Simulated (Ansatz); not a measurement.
# Y2CS2 MXene monolayer in a perpendicular field

Aim: how the Y2CS2 MXene monolayer screens a field along its normal, and what the field does to its bands. A positive field points along +c.

Program: Ansatz 0.2.0. Level of theory: plane-wave DFT, LDA, Ansatz PAW (set soft_1); PAW set soft_1, in the first sound run; inputs show where later runs differ. Results are calculated unless marked as measured.

### 1. Starting point

The cell holds 5 atoms: 2 S, 2 Y and 1 C. Its edges and angles: a = 3.478 Å, b = 3.478 Å, c = 44.032 Å, α = 90.0°, β = 90.0°, γ = 120.0°. Vacuum lies along c.

### 2. Relaxing the slab

The starting cell is a guess, so the in-plane lattice and the atoms are relaxed first, with the slab cut off from its images along the normal.

File input.yaml:

```yaml
crystal:
  lattice:
    - [3.47776, 0.0, 0.0]
    - [-1.73888, 3.0118285083, 0.0]
    - [0.0, 0.0, 44.0318076641]
  atoms:
    - { symbol: S, position: [0.3333333333, 0.6666666667, 0.4258285316] }
    - { symbol: "Y", position: [0.6666666667, 0.3333333333, 0.4688354507] }
    - { symbol: C, position: [0.0, 0.0, 0.5] }
    - { symbol: "Y", position: [0.3333333333, 0.6666666667, 0.5311645493] }
    - { symbol: S, position: [0.6666666667, 0.3333333333, 0.5741714684] }
  periodic: [true, true, false]
kpoints:
  mp_grid: { grid: [12, 12, 1] }
hamiltonian:
  xc: lda
  pseudopotentials: { kind: paw, azcp: { folder: soft_1 }, xc_functional: pbe }
scf:
  occupations: { method: fermi_dirac, width: 0.05 }
  convergence: { dr2_threshold: 1.0e-09 }
relax:
  f_tol: 0.004
  max_steps: 90
  cell: {}
output:
  write_potential: true
  write_density: true
  volumetric_format: npy
```

Command:

```bash
ansatz run input.yaml --threads 4 --pin off --max-ram 6144MiB --backend cpu --events-out ev --progress --plain --runs-dir out
```

Numbers of over 12 decimals in the logs are rounded to 6 here.

Log:

```text
Warning: relax.cell: scf.convergence.dr2_threshold = 1e-9 eV is looser than the 1.8294869528e-10 eV advised for a relaxation that steers and ends on the stress (1e-10 eV for each atom of the cell: 5, times the square of relax.cell.stress_2d_tol = 0.05 N/m over 16.5 Å (the atoms' height at the walk's start and 5 Å past either face), 3.024e-2 GPa, over a crystal's default 0.05). What an SCF threshold leaves in a stress goes as its square root, and in the free energy as the threshold itself, and one threshold admits the most on a small cell: [figures from the program's tests cut] Set scf.convergence.dr2_threshold to 1.8294869528e-10 eV or tighter. [rest of the remark cut]
Engine: ansatz 0.2.0, aarch64-unknown-linux-gnu
Pseudopotentials: kind: paw
Pseudopotential: S, paw, valence charge 6, recommended cutoff 420 eV (normal), soft_1/S.paw.azcp
Pseudopotential: Y, paw, valence charge 11, recommended cutoff 420 eV (normal), soft_1/Y.paw.azcp
Pseudopotential: C, paw, valence charge 4, recommended cutoff 420 eV (normal), soft_1/C.paw.azcp
Functional definition: SPW92
  exchange = slater_x
  correlation = pw_c
Crystal: 5 atoms, lattice volume = 461.208 Å³
Basis set: ecut = 420 eV, 8997 PW (Γ)
Bands: 24, of which v1, the nominal top of the filled ones, is band 19 counted from 1 (18 counted from 0)
Symmetry: 12 space group operations
Space group: P-3m1 (ITA 164), of the structure as read, at distance tolerance 7.7e-5 Å
k-points: 19 of 144
Non-local potential: S, projectors of the file, l = 0: 2, l = 1: 2, l = 2: 1
Non-local potential: Y, projectors of the file, l = 0: 3, l = 1: 2, l = 2: 2, l = 3: 1
Non-local potential: C, projectors of the file, l = 0: 2, l = 1: 2, l = 2: 1
PAW form: soft (Blöchl's): semilocal exchange-correlation on the pseudo side does not see the compensation charge
PAW frozen core: S, regenerated for the run's functional, and the local potential with it (the file was generated under x = pbe(κ = 0.804, μ = 0.219515), c = pbe(β = 0.066725))
PAW frozen core: Y, regenerated for the run's functional, and the local potential with it (the file was generated under x = pbe(κ = 0.804, μ = 0.219515), c = pbe(β = 0.066725))
PAW frozen core: C, regenerated for the run's functional, and the local potential with it (the file was generated under x = pbe(κ = 0.804, μ = 0.219515), c = pbe(β = 0.066725))
PAW one-centre angular grid: S, 110 points (default); XC on 64 Gauss nodes
PAW one-centre angular grid: Y, 590 points (default); XC on 64 Gauss nodes
PAW one-centre angular grid: C, 110 points (default); XC on 64 Gauss nodes
Initial density: superposition of atomic densities (neutral atoms: chi_scale 0, normalization atom)
Initial wavefunctions: pseudopotential atomic-orbital guess
Functional: x = slater, c = lda
SCF iter   1: F=—  HF=-9480.492367 eV  |F-HF|=—  |Δ(HF+E_count)|=         —  Δρ=4.17e-2  dr2=2.66e1  ethr=3.10e-3  ⟨swp⟩=13.1  Hψ=3775  notcnv=0
preconditioner: auto → LDOS  [metal: Δε(μ)=0.031 eV  Ē_g=7.328 eV  σ=0.050 eV  W_gap=0.15  n_scr=24 (ndim 8)  ℏωp=8.1 eV  f_vac=0.759  D(μ)=4.36/eV (n_scr^D=18)  β→1.0]
SCF iter   2: F=—  HF=-9488.749349 eV  |F-HF|=—  |Δ(HF+E_count)|=    8.26e0  Δρ=7.22e-2  dr2=8.20e1  ethr=3.10e-3  ⟨swp⟩=7.9  Hψ=1666  notcnv=0  defer=2  recentre
SCF iter   3: F=—  HF=-9476.442964 eV  |F-HF|=—  |Δ(HF+E_count)|=    1.23e1  Δρ=9.34e-3  dr2=2.37e0  ethr=3.10e-3  ⟨swp⟩=5.9  Hψ=1637  notcnv=0  defer=1
SCF iter   4: F=—  HF=-9476.242121 eV  |F-HF|=—  |Δ(HF+E_count)|=   2.01e-1  Δρ=4.18e-3  dr2=1.41e-1  ethr=3.10e-3  ⟨swp⟩=2.2  Hψ=700  notcnv=0
SCF iter   5: F=—  HF=-9476.233874 eV  |F-HF|=—  |Δ(HF+E_count)|=   8.25e-3  Δρ=3.18e-3  dr2=7.84e-2  ethr=3.72e-4  ⟨swp⟩=4.9  Hψ=1275  notcnv=0  defer=1
SCF iter   6: F=—  HF=-9476.221445 eV  |F-HF|=—  |Δ(HF+E_count)|=   1.24e-2  Δρ=1.17e-3  dr2=1.62e-2  ethr=2.06e-4  ⟨swp⟩=2.7  Hψ=821  notcnv=0
SCF iter   7: F=—  HF=-9476.219243 eV  |F-HF|=—  |Δ(HF+E_count)|=   2.20e-3  Δρ=2.69e-4  dr2=1.12e-3  ethr=4.27e-5  ⟨swp⟩=2.5  Hψ=736  notcnv=0
SCF iter   8: F=—  HF=-9476.219168 eV  |F-HF|=—  |Δ(HF+E_count)|=   7.53e-5  Δρ=4.84e-5  dr2=3.50e-5  ethr=2.94e-6  ⟨swp⟩=2.8  Hψ=838  notcnv=0
SCF iter   9: F=—  HF=-9476.219172 eV  |F-HF|=—  |Δ(HF+E_count)|=   3.50e-6  Δρ=1.82e-5  dr2=5.14e-6  ethr=9.20e-8  ⟨swp⟩=3.3  Hψ=1016  notcnv=0
SCF iter  10: F=—  HF=-9476.219172 eV  |F-HF|=—  |Δ(HF+E_count)|=   7.48e-7  Δρ=2.25e-6  dr2=2.76e-8  ethr=1.35e-8  ⟨swp⟩=2.4  Hψ=838  notcnv=0
SCF iter  11: F=—  HF=-9476.219143 eV  |F-HF|=—  |Δ(HF+E_count)|=   2.89e-5  Δρ=1.03e-6  dr2=9.25e-9  ethr=7.26e-11  ⟨swp⟩=4.0  Hψ=1206  notcnv=0
SCF iter  12: F=-9476.219143 eV  HF=-9476.219143 eV  |F-HF|=1.82e-10  |Δ(HF+E_count)|=  6.46e-10  Δρ=1.91e-7  dr2=5.87e-10  ethr=2.63e-12  ⟨swp⟩=11.3  Hψ=4264  notcnv=0
SCF 1 converged in 12 iterations: F = -9476.219143 eV  dr2 = 5.87e-10
  greatest PAW one-centre occupation: 0.992 electrons in one spin orbital (limit 2), on the Y atom at site 3 (counted from 0), in its partial waves of l = 0
relax step   1: F+E_penalty+E_count = -9476.21914338 eV  Δ(F+E_penalty+E_count) = +0.000e0 eV  max|allowed force component| = 1.628e0 eV/Å  Δτ_max = 0.0000 Å  P = +2.835 N/m  Ω = 461.208 Å³  fix = [c, alpha, beta]  reactions: c +0.000 N/m  (12 SCF iters, accepted)
Crystal: 5 atoms, lattice volume = 470.876 Å³
Basis set: ecut = 420 eV, 9117 PW (Γ)
Initial density: handed on by an earlier stage of this run
Initial wavefunctions: those handed on with the density
SCF iter   1: F=—  HF=-9477.800540 eV  |F-HF|=—  |Δ(HF+E_count)|=         —  Δρ=2.37e-2  dr2=1.31e1  ethr=3.10e-3  ⟨swp⟩=19.4  Hψ=3712  notcnv=0
preconditioner: auto → LDOS  [metal: Δε(μ)=0.015 eV  Ē_g=7.343 eV  σ=0.050 eV  W_gap=0.07  n_scr=24 (ndim 8)  ℏωp=8.0 eV  f_vac=0.763  D(μ)=3.83/eV (n_scr^D=16)  β→1.0]
SCF iter   2: F=—  HF=-9476.765668 eV  |F-HF|=—  |Δ(HF+E_count)|=    1.03e0  Δρ=1.46e-2  dr2=9.11e-1  ethr=3.10e-3  ⟨swp⟩=4.5  Hψ=1327  notcnv=0
SCF iter   3: F=—  HF=-9476.597126 eV  |F-HF|=—  |Δ(HF+E_count)|=   1.69e-1  Δρ=7.07e-3  dr2=9.73e-1  ethr=2.40e-3  ⟨swp⟩=3.2  Hψ=954  notcnv=0
SCF iter   4: F=—  HF=-9476.533875 eV  |F-HF|=—  |Δ(HF+E_count)|=   6.33e-2  Δρ=2.04e-3  dr2=4.29e-2  ethr=2.40e-3  ⟨swp⟩=2.8  Hψ=707  notcnv=0
SCF iter   5: F=—  HF=-9476.528427 eV  |F-HF|=—  |Δ(HF+E_count)|=   5.45e-3  Δρ=1.20e-3  dr2=2.86e-2  ethr=1.13e-4  ⟨swp⟩=3.1  Hψ=1068  notcnv=0
SCF iter   6: F=—  HF=-9476.526402 eV  |F-HF|=—  |Δ(HF+E_count)|=   2.03e-3  Δρ=3.19e-4  dr2=1.11e-3  ethr=7.53e-5  ⟨swp⟩=1.6  Hψ=540  notcnv=0
[...]
[... from here on, the SCF cycles and remarks between the steps are left out ...]
relax step   4: F+E_penalty+E_count = -9476.88167388 eV  Δ(F+E_penalty+E_count) = -1.562e-1 eV  max|allowed force component| = 1.793e-1 eV/Å  Δτ_max = 0.1071 Å  P = +2.388 N/m  Ω = 510.994 Å³  energy of the carried Pulay correction = -3.300e-3 eV  fix = [c, alpha, beta]  reactions: c +0.000 N/m  (10 SCF iters, accepted)
relax step   5: F+E_penalty+E_count = -9476.91034339 eV  Δ(F+E_penalty+E_count) = -2.867e-2 eV  max|allowed force component| = 8.814e-2 eV/Å  Δτ_max = 0.0334 Å  P = +0.558 N/m  Ω = 524.720 Å³  energy of the carried Pulay correction = -4.151e-3 eV  fix = [c, alpha, beta]  reactions: c +0.000 N/m  (8 SCF iters, accepted)
relax step   6: F+E_penalty+E_count = -9476.91558958 eV  Δ(F+E_penalty+E_count) = -5.246e-3 eV  max|allowed force component| = 8.946e-2 eV/Å  Δτ_max = 0.0582 Å  P = +0.582 N/m  Ω = 531.631 Å³  energy of the carried Pulay correction = -4.571e-3 eV  fix = [c, alpha, beta]  reactions: c +0.000 N/m  (9 SCF iters, accepted)
relax step   7: F+E_penalty+E_count = -9476.91694820 eV  Δ(F+E_penalty+E_count) = -1.359e-3 eV  max|allowed force component| = 4.274e-3 eV/Å  Δτ_max = 0.0059 Å  P = +0.028 N/m  Ω = 533.787 Å³  energy of the carried Pulay correction = -4.701e-3 eV  fix = [c, alpha, beta]  reactions: c +0.000 N/m  (8 SCF iters, accepted)
relax step   8: F+E_penalty+E_count = -9476.91693865 eV  Δ(F+E_penalty+E_count) = +9.555e-6 eV  max|allowed force component| = 1.991e-3 eV/Å  Δτ_max = 0.0005 Å  P = -0.002 N/m  Ω = 534.038 Å³  energy of the carried Pulay correction = -4.716e-3 eV  fix = [c, alpha, beta]  reactions: c -0.000 N/m  (6 SCF iters, accepted)
relax step   9: F+E_penalty+E_count = -9476.92771022 eV  Δ(F+E_penalty+E_count) = -1.077e-2 eV  max|allowed force component| = 2.304e-3 eV/Å  Δτ_max = 0.0000 Å  P = +0.139 N/m  Ω = 534.038 Å³  fix = [c, alpha, beta]  reactions: c +0.000 N/m  stress off target by 1.39e-1 N/m on what of the cell is left free  SCF on the basis re-selected at this cell (its energy is not comparable with the rows above)  (6 SCF iters)
relax step  10: F+E_penalty+E_count = -9476.92779633 eV  Δ(F+E_penalty+E_count) = -8.611e-5 eV  max|allowed force component| = 1.095e-3 eV/Å  Δτ_max = 0.0056 Å  P = +0.019 N/m  Ω = 535.509 Å³  energy of the carried Pulay correction = -9.051e-5 eV  fix = [c, alpha, beta]  reactions: c +0.000 N/m  (7 SCF iters, accepted)
iter 1 solved again at ethr=4.37e-7 eV; its pass at ethr=3.10e-3 eV (dr2=1.66e-4 eV) is discarded
SCF iter   1: F=—  HF=-9476.927902 eV  |F-HF|=—  |Δ(HF+E_count)|=         —  Δρ=3.37e-6  dr2=5.83e-8  ethr=4.37e-7  ⟨swp⟩=5.3  Hψ=5453  notcnv=0
eigensolver tolerance schedule: the retry pair's looser diagonalisation over-reported the residual by 2848.74 of it (diagonalisation noise at 0.67 of the residual, at the tolerance the schedule requests for it); recorded, not acted on — ethr = c·dr2/N_el stays at c = 1.0e-1
preconditioner: auto → LDOS  [metal: Δε(μ)=0.043 eV  Ē_g=7.169 eV  σ=0.050 eV  W_gap=0.21  n_scr=24 (ndim 8)  ℏωp=7.5 eV  f_vac=0.782  D(μ)=5.19/eV (n_scr^D=18)  β→1.0]
SCF iter   2: F=—  HF=-9476.927896 eV  |F-HF|=—  |Δ(HF+E_count)|=   5.55e-6  Δρ=3.93e-6  dr2=1.66e-7  ethr=1.53e-10  ⟨swp⟩=5.8  Hψ=1859  notcnv=0
SCF iter   3: F=—  HF=-9476.927896 eV  |F-HF|=—  |Δ(HF+E_count)|=   2.22e-8  Δρ=1.27e-6  dr2=1.76e-8  ethr=1.53e-10  ⟨swp⟩=2.9  Hψ=838  notcnv=0
SCF iter   4: F=—  HF=-9476.927896 eV  |F-HF|=—  |Δ(HF+E_count)|=   3.65e-9  Δρ=4.47e-7  dr2=2.59e-9  ethr=4.64e-11  ⟨swp⟩=3.0  Hψ=859  notcnv=0
SCF iter   5: F=-9476.927896 eV  HF=-9476.927896 eV  |F-HF|=3.53e-10  |Δ(HF+E_count)|=  6.29e-10  Δρ=1.49e-7  dr2=2.97e-10  ethr=2.63e-12  ⟨swp⟩=18.3  Hψ=4390  notcnv=0
SCF 11 converged in 5 iterations: F = -9476.927896 eV  dr2 = 2.97e-10
relax step  11: F+E_penalty+E_count = -9476.92789632 eV  Δ(F+E_penalty+E_count) = -9.999e-5 eV  max|allowed force component| = 1.110e-3 eV/Å  Δτ_max = 0.0000 Å  P = +0.019 N/m  Ω = 535.509 Å³  fix = [c, alpha, beta]  reactions: c +0.000 N/m  stress off target by 1.93e-2 N/m on what of the cell is left free  SCF on the basis re-selected at this cell (its energy is not comparable with the rows above)  (5 SCF iters)
basis re-selected at this cell: Δ(F+E_penalty+E_count) = -9.999e-5 eV, ΔP = +0.000 N/m vs the last step (what re-selecting the basis moved, of the pressure what is left beyond the Pulay correction that the steps carried, after the strain that the cell walked since its last selection, with what the two solves' SCF thresholds leave and, on support functions, any second-order correction that the steps lacked; it is no m [...]
WARN: The output density's exchange-correlation potential varies sharply where the density is thin. Do not read a vacuum level from v_tot or v_xc, or from such a field of the output density. On a cell that repeats whose density bears no net charge and no dipole along the vacuum's axis use v_es (v_loc + v_h of the components); under efield.dipole_correction with no amplitude use v_es + v_field, which holds any externa [...]
SCF converged after 5 iterations
Free energy (F): -9476.927896 eV
Harris-Foulkes:  -9476.927896 eV  (|F-HF|=3.53e-10)
Internal energy: -9476.885911 eV  (E = F + TS)
E sigma→0 (E₀):  -9476.906904 eV
Entropy (-TS):   -0.041985 eV (-8.397 meV/atom)
Fermi energy:    -6.885294 eV
--- Per-component energies (eV) ---
  E_band       = -753.767157
  E_kinetic    = 930.542151
  E_local      = -94784.576861  (includes V_loc(G=0)·N_el)
  E_nonlocal   = 156.361153
  E_hartree    = 46844.532437
  E_xc         = -578.033610
  E_vxc        = -634.799435  (∫ρ·V_xc dr)
  E_paw        = -6674.496776  (= ΣΔE_a)
  E_vpaw       = -110.356951  (= ΣTr[D̂ρ^β])
  E_aug_tail   = 0.000059  (compensation charges beyond the density's cutoff)
  E_ewald      = 44627.757138
  E_core_change = 1.028398  (= ΣΔE_core)
  E_smearing   = -0.041985  (= −TS)
  E_closure    = 0.000000  (closes the sum)
  Σ components = -9476.927896   (vs F -9476.927896, Δ=0.00e0)
--- Forces (eV/Å), atoms counted from 1 ---
  atom   1  S      0.00000000    -0.00000000     0.00111016
  atom   2  Y      0.00000000    -0.00000000     0.00096074
  atom   3  C      0.00000000     0.00000000     0.00000000
  atom   4  Y     -0.00000000     0.00000000    -0.00096074
  atom   5  S     -0.00000000     0.00000000    -0.00111016
  max |Σ_I F_I| component: 3.12e-17 eV/Å
--- 2D stress c σ (N/m, compression-positive) ---
        0.019315      -0.000000      -0.000000
       -0.000000       0.019315      -0.000000
       -0.000000      -0.000000       0.000000
  P = ½ c Tr σ = 0.0193 N/m
--- Band table (eV; the first three rows and the last of 19) ---
  k-point 0: bands = [... 15 lower, -7.7693, -7.7693, -6.4577, -6.0730, -6.0730, -3.5509, -3.5509, -3.0198, ... 1 higher]
  k-point 1: bands = [... 15 lower, -8.0347, -7.7691, -6.4577, -6.3222, -6.2184, -3.6377, -3.3547, -2.9891, ... 1 higher]
  k-point 2: bands = [... 15 lower, -7.9248, -7.7791, -7.1383, -6.5052, -6.3026, -3.9986, -2.9324, -2.7714, ... 1 higher]
  k-point 18: bands = [... 15 lower, -8.0810, -8.0810, -7.5210, -7.5210, -7.5006, -2.7336, -2.7336, -2.5396, ... 1 higher]
  the weakly bound empty levels are not read free of the cell's end (no_gap_told)
--- Relaxed structure (9 steps of the walk, 9 accepted, 2 SCFs on fresh bases) ---
  F+E_penalty+E_count = -9476.92789632 eV   max|allowed force component| = 1.110e-3 eV/Å   (the final SCF, on the basis selected at the relaxed cell)
  cell:  # Å, volume = 535.5086 Å³
    - [3.747440, 0, 0]
    - [-1.873720, 3.245378, 0]
    - [0, 0, 44.0318076641]
  atoms:
    - { symbol: S, position: [0.333333, 0.666667, 0.435061] }
    - { symbol: Y, position: [0.666667, 0.333333, 0.467524] }
    - { symbol: C, position: [0, 0, 0.5] }
    - { symbol: Y, position: [0.333333, 0.666667, 0.532476] }
    - { symbol: S, position: [0.666667, 0.333333, 0.564939] }
```

Elapsed: 66 s, on 4 threads of Arm Neoverse V1, shared host; peak memory 0.88 GiB.

The steps of the relaxation:

```csv
step,energy less that of the first step (eV),largest force component (eV/Å),volume (Å³)
1,0.0000,1.6284,461.21
2,-0.3074,0.5910,470.88
3,-0.5063,0.8589,490.09
4,-0.6625,0.1793,510.99
5,-0.6912,0.0881,524.72
6,-0.6964,0.0895,531.63
7,-0.6978,0.0043,533.79
8,-0.6978,0.0020,534.04
9*,-0.7086,0.0023,534.04
10,-0.7087,0.0011,535.51
11*,-0.7088,0.0011,535.51
```

Relaxation steps marked * repeat the geometry before them on a plane-wave basis chosen anew for their cell, so energy and pressure can jump there.

The run keeps the 12 symmetry operations that it works with, so distortions that break them were not tested.

```csv
cell as run,before,after,change
a (Å),3.478,3.747,+7.8 %
b (Å),3.478,3.747,+7.8 %
```

The atoms that moved most (Å, along periodic axes as changes of fractional coordinates times the final cell, across vacuum about the mean position):

| atom | dx | dy | dz | length |
| --- | --- | --- | --- | --- |
| S5 | 0.000 | 0.000 | -0.407 | 0.407 |
| S1 | 0.000 | 0.000 | 0.407 | 0.407 |
| Y4 | 0.000 | 0.000 | 0.058 | 0.058 |
| Y2 | 0.000 | 0.000 | -0.058 | 0.058 |

The relaxed structure:

```xyz
5
Lattice="3.7474 0.0000 0.0000 -1.8737 3.2454 0.0000 0.0000 0.0000 44.0318" Properties=species:S:1:pos:R:3
S     0.0000    2.1636   19.1565
Y     1.8737    1.0818   20.5859
C     0.0000    0.0000   22.0159
Y     0.0000    2.1636   23.4459
S     1.8737    1.0818   24.8753
```

Numbers from this step:

```
energy at zero smearing : -9476.9069 eV
```

The lattice constant a goes from 3.478 to 3.747 Å.

(Part 1 of 4 ends here.)

[Logs are printed without paths, hosts, clocks, repeated set-up lines and the standing remarks that a program may print on its own settings, such as how far it seeks lower states.]

[Hosts, paths, dates, database ids (printed as entryN), source tags and the programs' standing remarks are cut or masked in the printed files.]

[Maps of the electrostatic potential energy from Ansatz leave out the sawtooth potential of an applied field or a dipole correction, so their vacuum need not be flat; planar profiles and work functions include it.]
